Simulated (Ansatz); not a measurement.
# Ca3AsCl2F: complex band structure, part 4 of 4

A new crystal, Ca3AsCl2F: structure, gap and complex bands. It is built by putting F for part of the Cl in the Ca3AsCl3 structure of space group Pm-3m, with the volume rescaled by atomic radii. The parent structure comes from the Materials Project.

Ansatz 0.2.0; PBE DFT, plane waves, PAW files (the session's first sound run).

So far, gap on the k-mesh (eV): step 3 (band edges, PBE) 1.91; step 7 (PBEsol) 1.85.

The structure was built from a prototype and need not be the compound's stable phase.

## (9) A check of the settings

This step: PBE DFT, plane waves, PAW files; complex bands by layer matching along the plane's normal; changed: crystal.symmetry = {"detect": false}, hamiltonian.dispersion = "d4" (Ansatz 0.2.0).

This run repeats an earlier one, its twin (the complex run, plane (001)), with two settings changed (crystal.symmetry.detect, hamiltonian.dispersion; files written aside). It is meant to test whether the numerical route changes the result or only the time and that a pairwise dispersion term, which adds to the energy and not to the potential, leaves the transmission of fixed atoms as it is. Where the input is shown as a difference, that is against the step before, not the twin.

input.yaml

```yaml
crystal:
  lattice:
    - [5.58909349, 0.0, 0.0]
    - [0.0, 5.58909349, 0.0]
    - [0.0, 0.0, 5.823653465]
  atoms:
    - { symbol: Ca, position: [0.0, 0.5, 0.0] }
    - { symbol: Ca, position: [0.0, 0.0, 0.5] }
    - { symbol: Ca, position: [0.5, 0.0, 0.0] }
    - { symbol: As, position: [0.0, 0.0, 0.0] }
    - { symbol: F, position: [0.5, 0.5, 0.0] }
    - { symbol: Cl, position: [0.0, 0.5, 0.5] }
    - { symbol: Cl, position: [0.5, 0.0, 0.5] }
  symmetry: { detect: false }
kpoints:
  mp_grid: { grid: [4, 4, 4] }
scf:
  occupations: { method: fixed }
hamiltonian:
  xc: pbe
  dispersion: d4
output:
  eigenvalues: true
  transmission:
    leads: [[0, 0]]
    kpoints: [[0.0, 0.0], [0.5, 0.0]]
    e_range: [-1.0, 2.91]
    de: 0.08
```

Started as:

```
ansatz run input.yaml --threads 2 --pin off --max-ram 4096MiB --backend cpu --events-out ev --progress --plain --runs-dir out
```

Numbers of over 12 decimals in the logs are rounded to 6 here.

The log of the run:

```text
[...]
Crystal: 7 atoms, lattice volume = 181.919 Å³
Basis set: ecut = 420 eV, 3559 PW (Γ)
Bands: 40, of which v1, the nominal top of the filled ones, is band 33 counted from 1 (32 counted from 0)
Symmetry: 1 space group operations
k-points: 36 of 64 (time reversal used)
[...]
SCF iter   1: F=—  HF=-13287.661646 eV  |F-HF|=—  |Δ(HF+E_count)|=         —  Δρ=9.94e-4  dr2=1.33e-3  ethr=1.77e-3  ⟨swp⟩=5.9  Hψ=5121  notcnv=0  defer=151
[...]
SCF iter   7: F=-13287.663144 eV  HF=-13287.663144 eV  |F-HF|=4.36e-9  |Δ(HF+E_count)|=   2.17e-8  Δρ=3.54e-6  dr2=4.04e-8  ethr=1.52e-10  ⟨swp⟩=19.7  Hψ=8382  notcnv=0
WARN: dispersion: an atom stands within reach of a switch of its C6 between two reference coordination numbers of its element: through that C6 alone, e_disp changes by 0.025 eV or more while the distances to its neighbours run over a stretch of 0.05 Å that contains this geometry (sites counted from 0 in the run's list of atoms or, in a supercell that it derives, in that cell's: here a list of 7) — site 0 (Ca): coordination number 8.525 (about 8.02 to 9.03 with every neighbour 0.05 Å farther or nearer), switch near 8.359 between the references 15.140 (weight 1.00) and 1.578 (weight 0.00), e_disp changing by some 0.13 eV; [rest of the remark cut]
SCF 1 converged in 7 iterations: F = -13287.663144 eV  dr2 = 4.04e-8
[...]
transmission: 8 of 16 steps passed
transmission: 16 of 16 steps passed
SCF converged after 7 iterations
Free energy (F): -13287.663144 eV
[...]
Internal energy: -13287.663144 eV  (E = F + TS)
E sigma→0 (E₀):  -13287.663144 eV
Fermi energy:    5.135578 eV
[...]
--- Band table (eV; the first three rows and the last of 36) ---
  k-point 0: bands = [... 29 lower, 2.0624, 5.1316, 5.1356, 5.1356, 7.0441, 7.0441, 7.3721, 7.5752, ... 3 higher]
  k-point 1: bands = [... 29 lower, 2.0043, 4.3439, 4.8773, 4.8773, 7.4985, 7.7364, 7.7364, 8.0607, ... 3 higher]
  k-point 2: bands = [... 29 lower, 1.9491, 3.7703, 4.6923, 4.6923, 7.6793, 8.5087, 8.5119, 8.7203, ... 3 higher]
  k-point 35: bands = [... 29 lower, 2.2336, 3.7815, 3.7815, 3.8844, 8.9890, 9.3135, 9.7297, 9.7297, ... 3 higher]
--- Transmission ---
  basis      : 277 plane waves across, 8 finite elements along
  points     : 2, as listed
[...]
channels       : 0.000000e0 a spin
[...]
slowest decay  : 0.1796 /Å at (0.0000, 0.0000)
```

Wall time 65 s (2 threads of Arm Neoverse V1, shared host); peak memory 0.93 GiB.

Numbers from this step:

| Item | Value |
| --- | --- |
| free energy | -13287.6631 eV |
| Fermi energy | 5.136 eV |
| gap on the k-mesh | 1.909 eV |
| level to which the leads are filled | 0.9543 eV from the Fermi level |
| decay constant at the filling level, zone centre | 0.1796 Å⁻¹ |
| decay constant at the filling level, slowest listed point | 0.1796 Å⁻¹ |

K parallel (0, 0); values up to 1.5 1/Å, a degenerate pair printed once or twice; energies at which all values exceed this have no row. Im kz of the slowest decaying states against energy, zero at the highest filled level on the SCF mesh:

```
energy (eV)  decay 1 (Å⁻¹)  decay 2 (Å⁻¹)  decay 3 (Å⁻¹)  decay 4 (Å⁻¹)
      -1.00          0.424          0.464          0.485          0.751
      -0.84          0.362          0.465          0.485          0.753
      -0.68          0.283          0.465          0.484          0.754
      -0.52          0.165          0.464          0.483          0.753
      -0.36          0.463          0.481          0.752          0.868
      -0.20          0.461          0.478          0.749          0.858
      -0.04          0.459          0.474          0.745          0.847
       0.04         0.0500         0.0830         0.0831          0.458
       0.20          0.103          0.167          0.455          0.468
       0.36          0.132          0.203          0.451          0.463
       0.52          0.152          0.222          0.447          0.457
       0.68          0.166          0.230          0.442          0.451
       0.84          0.176          0.231          0.437          0.444
       1.00          0.183          0.226          0.432          0.436
       1.16          0.187          0.215          0.426          0.428
       1.32          0.188          0.199          0.418          0.419
       1.48          0.176          0.187          0.408          0.412
       1.64          0.144          0.182          0.396          0.404
       1.80         0.0943          0.175          0.383          0.396
       1.88         0.0490          0.169          0.376          0.391
       2.04          0.153          0.310          0.360          0.382
       2.20          0.128          0.138          0.343          0.372
       2.36         0.0799          0.323          0.361          0.543
       2.52          0.300          0.349          0.515          0.569
       2.68          0.159          0.277          0.337          0.487
       2.84          0.196          0.252          0.323          0.461
```

K parallel (0, 0). The Re kz of states that move upwards by energy, zero at the highest filled level on the SCF mesh:

```
energy (eV)  channel 1 (Å⁻¹)  channel 2 (Å⁻¹)  channel 3 (Å⁻¹)  channel 4 (Å⁻¹)
      -1.00           -0.329                -                -                -
      -0.84           -0.283                -                -                -
      -0.60           -0.220                -                -                -
      -0.44           -0.505           -0.505           -0.180                -
      -0.20           -0.224           -0.224           -0.113                -
      -0.04          -0.0878          -0.0878          -0.0462                -
       0.12                -                -                -                -
       0.36                -                -                -                -
       0.52                -                -                -                -
       0.76                -                -                -                -
       0.92                -                -                -                -
       1.08                -                -                -                -
       1.32                -                -                -                -
       1.48                -                -                -                -
       1.72                -                -                -                -
       1.88                -                -                -                -
       2.04            0.108            0.108                -                -
       2.28            0.154            0.189            0.189                -
       2.44          0.00687            0.231            0.231            0.357
       2.68            0.166            0.288            0.288                -
       2.84            0.234            0.324            0.324                -
```

K parallel (0.5, 0); values up to 1.5 1/Å, a degenerate pair printed once or twice; energies at which all values exceed this have no row. Table of Im kz of the slowest decaying states by energy, zero at the highest filled level on the SCF mesh:

```
energy (eV)  decay 1 (Å⁻¹)  decay 2 (Å⁻¹)  decay 3 (Å⁻¹)  decay 4 (Å⁻¹)
    -1.0000          0.317          0.446          0.524          0.736
    -0.7600          0.139          0.478          0.524          0.737
    -0.5200          0.494          0.523          0.735          0.742
    -0.2800          0.103          0.153          0.503          0.521
    -0.0400          0.208          0.219          0.506          0.519
     0.2800          0.250          0.270          0.504          0.515
     0.5200          0.269          0.282          0.499          0.512
     0.7600          0.282          0.283          0.492          0.509
     1.0000          0.273          0.292          0.482          0.506
     1.2400          0.254          0.296          0.469          0.503
     1.4800          0.226          0.297          0.454          0.504
     1.7200          0.184          0.295          0.436          0.515
     1.9600          0.118          0.289          0.415          0.515
     2.2800          0.276          0.382          0.490          0.579
     2.5200          0.262          0.352          0.470          0.568
     2.7600          0.244          0.315          0.448          0.534
```

The least decay constant is 0.180 Å⁻¹ against 0.180 Å⁻¹ in the twin: no change within 1 %.

## (10) What came out

| Property | Result |
| --- | --- |
| band gap | 1.91 eV |
| least decay constant at mid-gap, normal to (001) | 0.180 Å⁻¹ |
| least decay constant at mid-gap, normal to (100) | 0.192 Å⁻¹ |
| least decay constant on a mesh, normal to (001) | 0.181 Å⁻¹ |
| least decay constant, PBEsol | 0.175 Å⁻¹ |

In words: With PBE, the slowest decay at the wavevectors tried is κ = 0.180 Å⁻¹, normal to (001). Through such a film the transmission near mid-gap falls as exp(−2κd), a factor of ten every 6.4 Å. The directions tried decay at nearly the same rate. A free electron under a barrier of half the gap would need a mass of 0.13 mₑ to decay at this rate. With PBEsol the gap goes from 1.91 to 1.85 eV and the decay constant, over the first 2 listed wavevectors, from 0.180 to 0.175 Å⁻¹. The compound is made up by substitution; its stability against other phases and against distortions of the cell's symmetry was not tested. A semilocal functional narrows gaps, so real decay constants are likely larger.

[Logs are printed without paths, hosts, clocks, repeated set-up lines and the standing remarks that a program may print on its own settings, such as how far it seeks lower states.]

[Hosts, paths, dates, database ids (printed as entryN), source tags and the programs' standing remarks are cut or masked in the printed files.]
